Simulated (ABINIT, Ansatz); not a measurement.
# Quasiparticle gap of BaTiO3 (P4mm) in ABINIT, part 2 of 2

Aim: the G0W0 gap of BaTiO3 (P4mm) on PBE, step by step.

ABINIT 10.8.3; PBE and many-body steps on it, plane waves. Known limits of the many-body steps: not at the basis limit; no spin-orbit coupling; coarse k mesh.

So far. Step 3 (Empty states on the mesh, 4×4×4 mesh, 440 bands): On this mesh the gap is 1.826 eV. Step 4 (Screening, 4×4×4 mesh, 432 bands, screening to 272.1 eV): Local fields lower ε∞ by 9 %. On a Γ-centred mesh this coarse the value itself is usually too large, while a short band sum pulls it down.

The database entry behind the starting cell differs from later determinations by our own check (c/a about 0.6 % short), so it need not match the best structure at ambient conditions.

## Step 5: Self-energy, 4×4×4 mesh, 432 bands, screening to 272.1 eV

The self-energy is evaluated for the states that the input lists, and the levels follow from it, in one-shot runs by the linearised quasiparticle equation.

This step: G0W0 on PBE, plane waves, norm-conserving pseudopotentials.

run.abi

```
acell 3*1.0 Angstrom
rprim 
  3.999800000000 0.000000000000 0.000000000000
  0.000000000000 3.999800000000 0.000000000000
  0.000000000000 0.000000000000 4.018000000000
ntypat 3
znucl 56 22 8
natom 5
typat 1 2 3 3 3
xred 
  0.000000000000 0.000000000000 0.000000000000
  0.500000000000 0.500000000000 0.490000000000
  0.500000000000 0.500000000000 0.019000000000
  0.500000000000 0.000000000000 0.517000000000
  0.000000000000 0.500000000000 0.517000000000
pp_dirpath "pseudos"
pseudos "Ba.upf, Ti.upf, O.upf"
ecut 38
ngkpt 4 4 4
nshiftk 1
shiftk 0 0 0
kptopt 1
chksymbreak 0
istwfk *1
occopt 1
irdwfk 1
optdriver 4
nband 432
gwcalctyp 0
ecutsigx 38
symsigma 1
nkptgw 2
kptgw 
  0.5000000000 0.5000000000 0.5000000000
  0.0000000000 0.0000000000 0.0000000000
bdgw 
  18 23
  19 23
ecuteps 10
irdscr 1
ppmodel 1
indata_prefix "in"
outdata_prefix "out"
tmpdata_prefix "tmp"
```

Launch:

```sh
$ OMP_NUM_THREADS=1 mpirun -n 16 abinit run.abi > log
```

Numbers of over 12 decimals in the logs are rounded to 6 here.

The program printed:

```text
.Version 10.8.3 of ABINIT. v10.8.2 released Aug 2026.

 Symmetries : space group P4 m m (# 99); Bravais tP (primitive tetrag.)
[... echo of the input left out ...]
== DATASET  1 ==================================================================
-   mpi_nproc: 16, omp_nthreads: 1 (-1 if OMP is not activated)

--- !DatasetInfo
iteration_state: {dtset: 1, }
dimensions: {natom: 5, nkpt: 18, mband: 432, nsppol: 1, nspinor: 1, nspden: 1, mpw: 4929, }
cutoff_energies: {ecut:  38.0, pawecutdg:  -1.0, }
electrons: {nelect:   4.00000000E+01, charge:   0.00000000E+00, occopt:   1.00000000E+00, tsmear:   1.00000000E-02, }

 SIGMA: Calculation of the GW corrections

 Based on a program developped by R.W. Godby, V. Olevano, G. Onida, and L. Reining.
 Incorporated in ABINIT by V. Olevano, G.-M. Rignanese, and M. Torrent.
.Using double precision arithmetic ; gwpc =  8

[... cell and pseudopotentials left out ...]
--------------------------------------------------------------------------------

 ==== K-mesh for the wavefunctions ====
 Number of points in the irreducible wedge :    18
[... list of points left out ...]
 Together with  8 symmetry operations and time-reversal symmetry
 yields    64 points in the full Brillouin Zone.

 ==== Q-mesh for screening function ====
 Number of points in the irreducible wedge :    18
[... list of points left out ...]
 Together with  8 symmetry operations and time-reversal symmetry
 yields    64 points in the full Brillouin Zone.

 vcoul_init : cutoff-mode = AUXILIARY_FUNCTION
 q-points for optical limit:   1
     1)      0.000010    0.000020    0.000030
 setmesh: FFT mesh size selected  =    45x   45x   45
          total number of points  =        91125

 Number of electrons calculated from density =   40.0000; Expected =   40.0000
 average of density, n =  0.092210
 r_s =    1.3731
 omega_plasma =   29.2917 [eV]

 === KS Band Gaps ===
  >>>> For spin  1
   Minimum direct gap =   2.1061 [eV], located at k-point      :   0.0000  0.0000  0.0000
   Fundamental gap    =   1.8259 [eV], Top of valence bands at :   0.5000  0.5000  0.5000
                                       Bottom of conduction at :   0.0000  0.0000  0.0000
 SIGMA fundamental parameters:
 PLASMON POLE MODEL  1
 number of plane-waves for SigmaX                 4929
 number of plane-waves for SigmaC and W            659
 number of plane-waves for wavefunctions          4929
 number of bands                                   432
 number of independent spin polarizations            1
 number of spinorial components                      1
 number of k-points in IBZ                          18
 number of q-points in IBZ                          18
 number of symmetry operations                       8
 number of k-points in BZ                           64
 number of q-points in BZ                           64
 number of frequencies for dSigma/dE                 9
 frequency step for dSigma/dE [eV]                0.25
 number of omega for Sigma on real axis              0
 max omega for Sigma on real axis  [eV]           0.00
 zcut for avoiding poles [eV]                     0.10

 EPSILON^-1 parameters (SCR file):
 dimension of the eps^-1 matrix on file            659
 dimension of the eps^-1 matrix used               659
 number of plane-waves for wavefunctions          4929
 number of bands                                   432
 number of q-points in IBZ                          18
 number of frequencies                               2
 number of real frequencies                          1
 number of imag frequencies                          1

 matrix elements of self-energy operator (all in [eV])

 Perturbative Calculation

--- !SelfEnergy_ee
iteration_state: {dtset: 1, }
kpoint     : [   0.500,    0.500,    0.500, ]
spin       : 1
KS_gap     :    4.212
QP_gap     :    5.906
Delta_QP_KS:    1.694
data: !SigmaeeData |
     Band     E0 <VxcDFT>   SigX SigC(E0)      Z dSigC/dE  Sig(E)    E-E0       E
       18   6.549 -19.970 -25.000   4.557   0.759  -0.318 -20.329  -0.359   6.189
       19   6.549 -19.970 -25.000   4.557   0.759  -0.318 -20.329  -0.359   6.189
       20   6.633 -19.991 -25.032   4.588   0.758  -0.320 -20.334  -0.343   6.289
       21  10.844 -21.880 -13.200  -6.834   0.732  -0.366 -20.529   1.351  12.195
       22  10.844 -21.880 -13.200  -6.834   0.732  -0.366 -20.529   1.351  12.195
       23  10.845 -21.881 -13.129  -6.932   0.732  -0.366 -20.549   1.332  12.178

--- !SelfEnergy_ee
iteration_state: {dtset: 1, }
kpoint     : [   0.000,    0.000,    0.000, ]
spin       : 1
KS_gap     :    2.106
QP_gap     :    3.548
Delta_QP_KS:    1.442
data: !SigmaeeData |
     Band     E0 <VxcDFT>   SigX SigC(E0)      Z dSigC/dE  Sig(E)    E-E0       E
       19   6.353 -20.076 -24.606   4.049   0.764  -0.309 -20.444  -0.368   5.985
       20   6.353 -20.076 -24.606   4.049   0.764  -0.309 -20.444  -0.368   5.985
       21   8.459 -18.809 -11.399  -6.022   0.773  -0.293 -17.735   1.074   9.533
       22   8.671 -19.000 -11.886  -5.710   0.773  -0.294 -17.916   1.085   9.755
       23   8.671 -19.000 -11.886  -5.710   0.773  -0.294 -17.916   1.085   9.755

== END DATASET(S) ==============================================================
================================================================================

 -outvars: echo values of variables after computation  --------
           etotal      0.0000000000E+00
            nband         432
             nkpt          18
          spgroup          99
 [... the other variables as echoed above ...]

 Calculation completed.
```

Elapsed: 3.6 min, on 16 MPI ranks of Arm Neoverse N1, shared host; peak memory 13 GiB; 58 min of CPU time.

Numbers from this step:

| Item | Value |
| --- | --- |
| G0W0 gap on the points computed | 3.244 eV |
| starting gap on the mesh | 1.826 eV |
| k of the valence top | 0.5, 0.5, 0.5 |
| k of the conduction bottom | 0, 0, 0 |
| Z at the valence top | 0.758 |
| Z at the conduction bottom | 0.773 |
| least direct G0W0 gap on the computed points | 3.548 eV |

The gap on the mesh goes from 1.83 eV to 3.24 eV, a correction of +1.42 eV.

Limits: finite bands, cutoff and mesh; no spin-orbit coupling; coarse k mesh. v1 is the top filled band, c1 the lowest empty one. The levels before and after the correction (eV, zero at the valence-band top of each column):

|  | conduction bottom | valence top |
| --- | --- | --- |
| Kohn-Sham | 1.83 | 0.00 |
| G0W0 | 3.24 | 0.00 |

|  | level | energy (eV) |
| --- | --- | --- |
| Kohn-Sham | (0.5 0.5 0.5) v3-v2 | -0.084 |
| Kohn-Sham | (0.5 0.5 0.5) v1 | 0.000 |
| Kohn-Sham | (0.5 0.5 0.5) c1-c2 | 4.212 |
| Kohn-Sham | (0.5 0.5 0.5) c3 | 4.213 |
| Kohn-Sham | Γ v2-v1 | -0.280 |
| Kohn-Sham | Γ c1 | 1.826 |
| Kohn-Sham | Γ c2-c3 | 2.038 |
| G0W0 | (0.5 0.5 0.5) v3-v2 | -0.100 |
| G0W0 | (0.5 0.5 0.5) v1 | 0.000 |
| G0W0 | (0.5 0.5 0.5) c1-c2 | 5.906 |
| G0W0 | (0.5 0.5 0.5) c3 | 5.889 |
| G0W0 | Γ v2-v1 | -0.304 |
| G0W0 | Γ c1 | 3.244 |
| G0W0 | Γ c2-c3 | 3.466 |

## Step 6: Where the time went

Times are wall times on 16 MPI ranks of Arm Neoverse N1, shared host, good to a factor of about two.

| step | time | share | memory (GiB) |
| --- | --- | --- | --- |
| ground state | 51 s | 2 % | 1.2 |
| empty states on the mesh | 7.3 min | 17 % | 21 |
| screening | 31 min | 73 % | 10.0 |
| self-energy | 3.6 min | 8 % | 13 |

## Step 7: What came out

| Quantity | Value |
| --- | --- |
| PBE gap | 1.83 eV, indirect |
| G0W0 gap on the mesh | 3.24 eV |
| GW settings | 4×4×4 mesh, 432 bands, screening to 272.1 eV, Godby-Needs plasmon pole |
| known limits | not at the basis limit; no spin-orbit coupling; coarse k mesh |

**Reading.** G0W0 moves the gap on the mesh from 1.83 eV to 3.24 eV (+1.42 eV), with Z of 0.76 and 0.77 at the edges. Local fields lower the RPA ε∞ on this mesh from 6.75 to 6.16; a Γ-centred mesh this coarse tends to raise both, most where the direct gap is narrow, while a short band sum lowers them. Only 2 of the mesh's irreducible points were corrected, so a valley elsewhere could overtake. The dearest step here is «screening». Bands and cutoff are finite, so the gap is not at the basis limit. The miss can reach some tenths of an eV and take either sign; the mesh is an error of its own. In the G0W0 run levels were corrected at 2 k points alone, so a gap called «on the mesh» is the least over those, and an edge elsewhere would be missed. The 4×4×4 mesh is coarse for this cell, which bears on the long-range parts of exchange and screening. The many-body steps are scalar-relativistic: spin-orbit coupling is not in them.

[Paths, hosts, dates, memory and timing lines, banners, echoed tables and standing remarks are left out of the program output.]

[Logs are printed without paths, hosts, clocks, repeated set-up lines and the standing remarks that a program may print on its own settings, such as how far it seeks lower states.]

[Runs of the session that timed out or met a known fault of the program may be left out.]

[Hosts, paths, dates, database ids (printed as entryN), source tags and the programs' standing remarks are cut or masked in the printed files.]

[G0W0 gaps are taken among the corrected bands and points alone; a level outside them can change the order at an edge.]

[Where Ansatz stands beside ABINIT at settings called matched, ABINIT's density can come from a denser mesh and the files from another edition; pairs whose starting gaps differed by over 0.03 eV were left out, so agreement reads better than it is.]
